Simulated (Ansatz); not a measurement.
# O on Rh(111): change of the work function, part 2 of 2

How does O on the fcc site change the work function of Rh(111) as the layer fills?

Ansatz 0.2.0; plane-wave DFT, PBE, Ansatz PAW.

So far, work function, upper face (eV): step 2 (the clean slab) 5.17; step 3 (37 atoms, coverage 0.111 ML, cell 3x3) 5.40.

## Step 4: Adsorbate added, k-mesh 6×6×1, coverage 0.25 ML

System of this step: Rh16O (O/Rh(111)). The cell holds 17 atoms: 16 Rh and 1 O. Its edges and angles: a = 5.374 Å, b = 5.374 Å, c = 26.051 Å, α = 90.0°, β = 90.0°, γ = 60.0°. Vacuum lies along c.

Another coverage, to see how the dipoles act on each other as their distance changes.

Input file input.yaml:

```yaml
crystal:
  lattice:
    - [5.374011537, -1.0e-10, 0.0]
    - [2.6870057685, 4.6540305112, 0.0]
    - [0.0, 0.0, 26.051379776]
  atoms:
    - { symbol: Rh, position: [0.0, 0.0, 0.345471145] }
    - { symbol: Rh, position: [0.1666666667, 0.1666666667, 0.4296866852] }
    - { symbol: Rh, position: [0.3333333333, 0.3333333333, 0.5137573573] }
    - { symbol: Rh, position: [0.0, 0.0, 0.5978113478] }
    - { symbol: Rh, position: [0.0, 0.5, 0.345471145] }
    - { symbol: Rh, position: [0.1666666667, 0.6666666667, 0.4296866852] }
    - { symbol: Rh, position: [0.3333333333, 0.8333333333, 0.5137573573] }
    - { symbol: Rh, position: [0.0, 0.5, 0.5978113478] }
    - { symbol: Rh, position: [0.5, 0.0, 0.345471145] }
    - { symbol: Rh, position: [0.6666666667, 0.1666666667, 0.4296866852] }
    - { symbol: Rh, position: [0.8333333333, 0.3333333333, 0.5137573573] }
    - { symbol: Rh, position: [0.5, 0.0, 0.5978113478] }
    - { symbol: Rh, position: [0.5, 0.5, 0.345471145] }
    - { symbol: Rh, position: [0.6666666667, 0.6666666667, 0.4296866852] }
    - { symbol: Rh, position: [0.8333333333, 0.8333333333, 0.5137573573] }
    - { symbol: Rh, position: [0.5, 0.5, 0.5978113478] }
    - { symbol: O, position: [0.1666666667, 0.1666666667, 0.654528855] }
kpoints:
  mp_grid: { grid: [6, 6, 1] }
hamiltonian:
  xc: pbe
scf:
  occupations: { method: fermi_dirac, width: 0.1 }
  convergence: { dr2_threshold: 1.0e-08 }
efield:
  axis: 3
  dipole_correction: true
  ramp_position: 0.97
  ramp_width: 0.06
relax:
  f_tol: 0.02
  max_steps: 60
  constraints: [{ sites: [0, 1, 4, 5, 8, 9, 12, 13] }]
output:
  dos: { projected: true, e_range: [-8, 4] }
  write_potential: true
  write_density: true
  volumetric_format: npy
  elf: true
```

The run is started by

```console
$ ansatz run input.yaml --threads 4 --pin off --max-ram 16384MiB --backend cpu --events-out ev --progress --plain --runs-dir out
```

Elapsed: 2 min, on 4 threads of Intel Xeon Platinum 8259CL at 2.50GHz (Skylake/Cascade Lake), shared host; peak memory 2.7 GiB; 7.6 min of CPU time.

Relaxation path:

| step | energy less that of the first step (eV) | largest force component (eV/Å) |
| --- | --- | --- |
| 1 | 0.0000 | 2.3376 |
| 2 | -0.2683 | 1.0547 |
| 3 | -0.3267 | 0.1860 |
| 4 | -0.3297 | 0.0466 |
| 5 | -0.3305 | 0.0130 |

The run keeps the 6 symmetry operations that it works with, so distortions that break them were not tested.

The atoms that moved most (Å):

| atom | dx | dy | dz | length |
| --- | --- | --- | --- | --- |
| O17 | 0.000 | 0.000 | -0.187 | 0.187 |
| Rh4 | -0.033 | -0.019 | 0.075 | 0.084 |
| Rh12 | 0.033 | -0.019 | 0.075 | 0.084 |
| Rh8 | 0.000 | 0.038 | 0.075 | 0.084 |
| Rh15 | 0.000 | 0.000 | 0.035 | 0.035 |
| Rh16 | 0.000 | 0.000 | -0.016 | 0.016 |
| Rh3 | 0.003 | 0.002 | -0.009 | 0.010 |
| Rh7 | 0.000 | -0.004 | -0.009 | 0.010 |

Final coordinates:

```cif
data_structure
_symmetry_space_group_name_H-M 'P 1'
_symmetry_Int_Tables_number 1
_cell_length_a 5.3740
_cell_length_b 5.3740
_cell_length_c 26.0514
_cell_angle_alpha 90.000
_cell_angle_beta 90.000
_cell_angle_gamma 60.000
_cell_volume 651.57
loop_
_atom_site_label
_atom_site_type_symbol
_atom_site_fract_x
_atom_site_fract_y
_atom_site_fract_z
_atom_site_occupancy
Rh1 Rh 0.00000 0.00000 0.34547 1
Rh2 Rh 0.16667 0.16667 0.42969 1
Rh3 Rh 0.33373 0.33373 0.51340 1
Rh4 Rh 0.99593 0.99593 0.60070 1
Rh5 Rh 0.00000 0.50000 0.34547 1
Rh6 Rh 0.16667 0.66667 0.42969 1
Rh7 Rh 0.33373 0.83255 0.51340 1
Rh8 Rh 0.99593 0.50814 0.60070 1
Rh9 Rh 0.50000 0.00000 0.34547 1
Rh10 Rh 0.66667 0.16667 0.42969 1
Rh11 Rh 0.83255 0.33373 0.51340 1
Rh12 Rh 0.50814 0.99593 0.60070 1
Rh13 Rh 0.50000 0.50000 0.34547 1
Rh14 Rh 0.66667 0.66667 0.42969 1
Rh15 Rh 0.83333 0.83333 0.51509 1
Rh16 Rh 0.50000 0.50000 0.59722 1
O17 O 0.16667 0.16667 0.64736 1
```

Numbers from this step:

| Property | Result |
| --- | --- |
| energy at zero smearing | -103006.7056 eV |
| work function, upper face | 5.686 eV |
| work function, lower face | 5.168 eV |
| dipole along the normal | -0.07153 e·Å |
| step between the vacuum levels | 0.5175 eV |

The density of states has structure finer than the step of the table below, so its rows give means over 0.25 eV, whole bins alone (the curve runs from -8 to 1.98 eV). Peaks (eV: height): -4.150: 48.4, -2.740: 62.2, -2.620: 49.5, -2.530: 50.5, -2.350: 51.1, -1.350: 50.0, -1.200: 50.4.

Table of density of states by energy, zero at the Fermi level; means over each step:

energy (eV), density of states (states/eV a cell) and a bar:
```
    -7.75        0.0 
    -7.50        0.0 
    -7.25        0.8 #
    -7.00        0.9 #
    -6.75        1.2 #
    -6.50        2.2 ##
    -6.25        6.3 #####
    -6.00        8.1 #######
    -5.75       15.3 #############
    -5.50       23.1 ####################
    -5.25       22.6 ###################
    -5.00       26.8 #######################
    -4.75       23.3 ####################
    -4.50       22.7 ###################
    -4.25       26.6 #######################
    -4.00       17.1 ###############
    -3.75       23.2 ####################
    -3.50       21.8 ###################
    -3.25       21.7 ###################
    -3.00       26.8 #######################
    -2.75       33.4 #############################
    -2.50       35.1 ##############################
    -2.25       29.0 #########################
    -2.00       26.4 #######################
    -1.75       20.0 #################
    -1.50       24.6 #####################
    -1.25       27.7 ########################
    -1.00       26.9 #######################
    -0.75       24.6 #####################
    -0.50       29.0 #########################
    -0.25       22.7 ###################
     0.00       26.6 #######################
     0.25       29.4 #########################
     0.50       27.8 ########################
     0.75       18.1 ###############
     1.00       11.9 ##########
     1.25        4.4 ####
     1.50        8.4 #######
     1.75        2.1 ##
```

Projected DOS per atom over height of the atomic layer and energy from the Fermi level. Layers: Rh4 Rh4 Rh4 Rh4 O from below.

Ten even steps from '_' (0.00 states/eV) to '@' (2.53 states/eV), each cell a mean:
```
__________
..........
--::--==--
##%%##++__
##++++**..
##++++##..
##==++**..
##++++**..
##====**..
@@******..
########__
==****++..
==++++==..
++==++==..
++++++++..
==@@%%::..
::##**--@@
__....::@@
______..==
__________
__________
__________
```
Columns: height of the atomic layer (Å) from 9 to 16.9 (not evenly spaced); rows upwards: energy from the Fermi level (eV) from -7.96 to 1.95.

ELF in the ca plane at fractional y = 0.167, with atoms of Rh and O within 0.2 Å of it. It is the smooth field of the valence electrons, not physical close to the nuclei.

Ten even steps from '0' (0.00) to '9' (0.84), each cell a mean:
```
24543222222224542233443222100000000000000000
24442222322224542233443210000000000000000000
23322224653222332222333211000000000000000000
33223247885232222222233221000000000000000000
33333258986223322222333321000000000000000000
23222247885232222222233221000000000000000000
23332224543223332223333210000000000000000000
24543222322224542233453210000000000000000000
24442222322224542223442233210000000000000000
23322224553223332222223688631000000000000000
33223247885232222222126889962000000000000000
33333258986233322211138659973100000000000000
23222247885232222222226889962000000000000000
23332224543222332222322577631000000000000000
```
Columns run along c (16.0 Å, from fractional 0.32 to 0.93 of the cell), rows up along a (5.4 Å). Atoms in or near the plane, at fractional coordinates: Rh at (0.43, 0.17), Rh at (0.43, 0.67), O at (0.65, 0.17).

Electrostatic potential energy in the ca plane at fractional y = 0.167, with atoms of Rh and O within 0.2 Å of it. With pseudopotentials it is smooth inside the atoms' cores, unlike the true potential.

Ten even steps from '0' (-54 eV) to '9' (10 eV), each cell a mean:
```
85457998889986457887447899999999999999999999
86458998888986457887557899999999999999999999
98778974237888778998778999999999999999999999
99899850003899889999889999999999999999999999
99999830001799999999999999999999999999999999
98889851003898889999889999999999999999999999
87678985457887678998668999999999999999999999
85457998889986457887447899999999999999999999
86458998888986457887557899999999999999999999
98778975347887778998778778999999999999999999
99899850003899889999887325999999999999999999
99999830001799999999986103899999999999999999
98889851003898889999887435999999999999999999
87678986457887778998778889999999999999999999
```
Columns run along c (16.0 Å, from fractional 0.32 to 0.93 of the cell; values clipped at the 3rd and 97th percentile), rows up along a (5.4 Å). Atoms in or near the plane, at fractional coordinates: Rh at (0.43, 0.17), Rh at (0.43, 0.67), O at (0.65, 0.17).

Valence density in the ca plane at fractional y = 0.167, with atoms of Rh and O within 0.2 Å of it. It is the smooth field of the valence electrons, not physical close to the nuclei.

Ten steps, logarithmic in the rise over the least value, from '0' (0 e/Å³) to '9' (13 e/Å³), each cell a mean:
```
35653222332234553234554211000000000000000000
34553223332234553224554210000000000000000000
23432235664223443223443110000000000000000000
12222258986322222122222100000000000000000000
12222368997322222112222100000000000000000000
12322257886322222122332100000000000000000000
24443235654223443223443210000000000000000000
35553222332234553234554210000000000000000000
34553223332234553224554221000000000000000000
23432235664223442223333443200000000000000000
12222258986322222112234676310000000000000000
12222368997322221111235787410000000000000000
12322257886322222112234676310000000000000000
23443235653223443223443443100000000000000000
```
Columns run along c (16.0 Å, from fractional 0.32 to 0.93 of the cell), rows up along a (5.4 Å). Atoms in or near the plane, at fractional coordinates: Rh at (0.43, 0.17), Rh at (0.43, 0.67), O at (0.65, 0.17).

The relaxation took 5 steps and lowered the energy by 0.33 eV; the largest force on the free atoms ends at 0.013 eV/Å.

By hand: a sheet of dipoles makes a step −p/(ε₀A) in the electron's potential. With e/ε₀ = 180.95 V·Å, p = -0.07153 e·Å and A = 25.01 Å², that is −180.95 × (-0.07153) / 25.01 = +0.518 eV, and the two vacuum levels of the run differ by +0.517 eV.

The covered face has 5.69 eV, +0.52 eV against the clean one; the bare back face has moved by -0.00 eV, a measure of how thin the slab is.

## Step 5: The covered slab, k-mesh 6×6×1, coverage 0.5 ML

System of this step: Rh8O (O/Rh(111)). The cell holds 18 atoms: 16 Rh and 2 O. Its edges and angles: a = 5.374 Å, b = 5.374 Å, c = 26.051 Å, α = 90.0°, β = 90.0°, γ = 60.0°. Vacuum lies along c.

Changes to input.yaml since step 4:

```diff
@@ -23,2 +23,3 @@
     - { symbol: O, position: [0.1666666667, 0.1666666667, 0.654528855] }
+    - { symbol: O, position: [0.6666666667, 0.1666666667, 0.654528855] }
 kpoints:
```

Run time: 3.7 min. Hardware: 4 threads; peak memory 3.1 GiB; 14 min of CPU time.

Step by step:

| step | energy less that of the first step (eV) | largest force component (eV/Å) |
| --- | --- | --- |
| 1 | 0.0000 | 2.8180 |
| 2 | -0.7683 | 1.2249 |
| 3 | -0.8855 | 0.3618 |
| 4 | -0.8672 | 0.1872 |
| 5 | -0.8964 | 0.0148 |

Relaxation step 4 was tried and not accepted.

The run keeps the 4 symmetry operations that it works with, so distortions that break them were not tested.

The atoms that moved most (Å):

| atom | dx | dy | dz | length |
| --- | --- | --- | --- | --- |
| Rh4 | 0.000 | -0.091 | 0.133 | 0.161 |
| Rh12 | 0.000 | -0.091 | 0.133 | 0.161 |
| O18 | 0.000 | 0.014 | -0.157 | 0.158 |
| O17 | 0.000 | 0.014 | -0.157 | 0.158 |
| Rh16 | 0.000 | -0.035 | 0.055 | 0.065 |
| Rh8 | 0.000 | -0.035 | 0.055 | 0.065 |
| Rh15 | 0.000 | -0.006 | 0.040 | 0.040 |
| Rh7 | 0.000 | -0.006 | 0.040 | 0.040 |

Final coordinates:

```
Rh O
1.0
     5.37401    0.00000    0.00000
     2.68701    4.65403    0.00000
     0.00000    0.00000   26.05138
Rh O
16 2
Cartesian
  0.0000 0.0000 9.0000
  1.3435 0.7757 11.1939
  2.6870 1.5509 13.3563
  0.0000 -0.0911 15.7066
  1.3435 2.3270 9.0000
  2.6870 3.1027 11.1939
  4.0305 3.8719 13.4236
  1.3435 2.2922 15.6286
  2.6870 0.0000 9.0000
  4.0305 0.7757 11.1939
  5.3740 1.5509 13.3563
  2.6870 -0.0911 15.7066
  4.0305 2.3270 9.0000
  5.3740 3.1027 11.1939
  6.7175 3.8719 13.4236
  4.0305 2.2922 15.6286
  1.3435 0.7894 16.8942
  4.0305 0.7894 16.8942
```

The density of states has structure finer than the step of the table below, so its rows give means over 0.25 eV, whole bins alone (the curve runs from -8 to 1.98 eV). Peaks (eV: height): -4.120: 39.3, -2.710: 38.8, -2.620: 51.5, -2.470: 44.7, -1.470: 50.0, -0.810: 43.2, -0.060: 41.1.

Density of states against energy, zero at the Fermi level; means over each step:

energy (eV), density of states (states/eV a cell) and a bar:
```
    -7.75        0.0 
    -7.50        0.0 
    -7.25        0.8 #
    -7.00        2.3 ##
    -6.75        8.1 #######
    -6.50        7.2 ######
    -6.25        7.0 ######
    -6.00       11.8 ##########
    -5.75       12.2 ##########
    -5.50       24.7 #####################
    -5.25       22.0 ###################
    -5.00       30.3 #########################
    -4.75       23.8 ####################
    -4.50       19.2 ################
    -4.25       21.4 ##################
    -4.00       20.5 #################
    -3.75       19.9 #################
    -3.50       26.5 ######################
    -3.25       21.8 ##################
    -3.00       27.1 #######################
    -2.75       30.9 ##########################
    -2.50       35.6 ##############################
    -2.25       29.2 #########################
    -2.00       23.5 ####################
    -1.75       21.8 ##################
    -1.50       25.1 #####################
    -1.25       28.3 ########################
    -1.00       23.0 ###################
    -0.75       27.1 #######################
    -0.50       25.8 ######################
    -0.25       23.0 ###################
     0.00       27.0 #######################
     0.25       26.3 ######################
     0.50       28.2 ########################
     0.75       18.2 ###############
     1.00       11.0 #########
     1.25        9.7 ########
     1.50       11.1 #########
     1.75        3.2 ###
```

The relaxation took 5 steps and lowered the energy by 0.90 eV; the largest force on the free atoms ends at 0.015 eV/Å.

The covered face has 6.17 eV, +1.00 eV against the clean one; the bare back face has moved by -0.00 eV, a measure of how thin the slab is.

## Step 6: The covered slab, k-mesh 12×12×1, coverage 1 ML

System of this step: Rh4O (O/Rh(111)). The cell holds 5 atoms: 4 Rh and 1 O. Cell: a = 2.687 Å, b = 2.687 Å, c = 26.051 Å, α = 90.0°, β = 90.0°, γ = 60.0°. Vacuum lies along c.

input.yaml, the sections that differ from step 5:

```yaml
crystal:
  lattice:
    - [2.6870057685, 0.0, 0.0]
    - [1.3435028843, 2.3270152556, 0.0]
    - [0.0, 0.0, 26.051379776]
  atoms:
    - { symbol: Rh, position: [0.0, 0.0, 0.345471145] }
    - { symbol: Rh, position: [0.3333333333, 0.3333333333, 0.4296866852] }
    - { symbol: Rh, position: [0.6666666667, 0.6666666667, 0.5137573573] }
    - { symbol: Rh, position: [0.0, 0.0, 0.5978113478] }
    - { symbol: O, position: [0.3333333333, 0.3333333333, 0.654528855] }
kpoints:
  mp_grid: { grid: [12, 12, 1] }
relax:
  f_tol: 0.02
  max_steps: 60
  constraints: [{ sites: [0, 1] }]
output:
  write_potential: true
  write_density: true
  volumetric_format: npy
# hamiltonian, scf, efield: as in step 5
```

The job ended after 26 s (4 threads; peak memory 0.58 GiB; 97 s of CPU time).

Relaxation path:

| step | energy less that of the first step (eV) | largest force component (eV/Å) |
| --- | --- | --- |
| 1 | 0.0000 | 3.3390 |
| 2 | -0.4229 | 1.8219 |
| 3 | -0.5152 | 1.2415 |
| 4 | -0.5336 | 0.3711 |
| 5 | -0.5506 | 0.2772 |
| 6 | -0.5539 | 0.0021 |

The run keeps the 6 symmetry operations that it works with, so distortions that break them were not tested.

The atoms that moved most (Å):

| atom | dx | dy | dz | length |
| --- | --- | --- | --- | --- |
| Rh4 | 0.000 | 0.000 | 0.150 | 0.150 |
| O5 | 0.000 | 0.000 | -0.148 | 0.148 |
| Rh3 | 0.000 | 0.000 | 0.005 | 0.005 |

Final coordinates:

```xyz
5
Lattice="2.6870 0.0000 0.0000 1.3435 2.3270 0.0000 0.0000 0.0000 26.0514" Properties=species:S:1:pos:R:3
Rh    0.0000    0.0000    9.0000
Rh    1.3435    0.7757   11.1939
Rh    2.6870    1.5513   13.3895
Rh    0.0000    0.0000   15.7236
O     1.3435    0.7757   16.9030
```

The relaxation took 6 steps and lowered the energy by 0.55 eV; the largest force on the free atoms ends at 0.0021 eV/Å.

The covered face has 6.41 eV, +1.25 eV against the clean one; the bare back face has moved by -0.00 eV, a measure of how thin the slab is.

## Step 7: Work function against coverage

This step: plane-wave DFT, PBE, Ansatz PAW; work function against coverage (Ansatz 0.2.0).

The runs are now put side by side.

Numbers from this step:

```yaml
work_function_of_the_clean_face: 5.167 eV
largest_change_of_the_work_function: 1.247 eV
```

The work function of the covered face by coverage:

| coverage (adsorbates/nm²) | work function of the covered face (eV) |
| --- | --- |
| 0.00 | 5.17 |
| 1.78 | 5.40 |
| 4.00 | 5.69 |
| 8.00 | 6.17 |
| 15.99 | 6.41 |

The dipole per adsorbate comes from the change of the cell's dipole. Coverage, by row:

| coverage (1/nm²) | coverage (ML) | work function (eV) | change (eV) | dipole per adsorbate, positive end outwards (debye) | mean height of the added atoms over the highest substrate atom (Å) |
| --- | --- | --- | --- | --- | --- |
| 1.777 | 0.1111 | 5.399 | 0.232 | -0.359 | 1.236 |
| 3.998 | 0.25 | 5.686 | 0.5185 | -0.345 | 1.216 |
| 7.997 | 0.5 | 6.169 | 1.001 | -0.333 | 1.188 |
| 15.99 | 1 | 6.414 | 1.247 | -0.207 | 1.179 |

## Step 8: Outcome

| Property | Result |
| --- | --- |
| work function of the clean face | 5.17 eV |
| work function at 0.11 ML | 5.40 eV |
| work function at 0.25 ML | 5.69 eV |
| work function at 0.5 ML | 6.17 eV |
| work function at 1 ML | 6.41 eV |
| dipole per adsorbate at 0.11 ML, positive end outwards | -0.36 D |

What this shows: O raises the work function of Rh(111) at the lowest coverage, by 0.23 eV: the adsorbate layer has its negative end outwards. The dipole per adsorbate falls from 0.36 to 0.21 D as the layer fills. Neighbouring dipoles depolarise each other, and heights and bonding change with coverage too. The slab has 4 layers, at the tabulated experimental lattice constant, one starting site was run, and quantum-size effects of a slab this thin can reach one or two tenths of an eV.

[Logs are printed without paths, hosts, clocks, repeated set-up lines and the standing remarks that a program may print on its own settings, such as how far it seeks lower states.]

[Hosts, paths, dates, database ids (printed as entryN), source tags and the programs' standing remarks are cut or masked in the printed files.]

[Maps of the electrostatic potential energy from Ansatz leave out the sawtooth potential of an applied field or a dipole correction, so their vacuum need not be flat; planar profiles and work functions include it.]
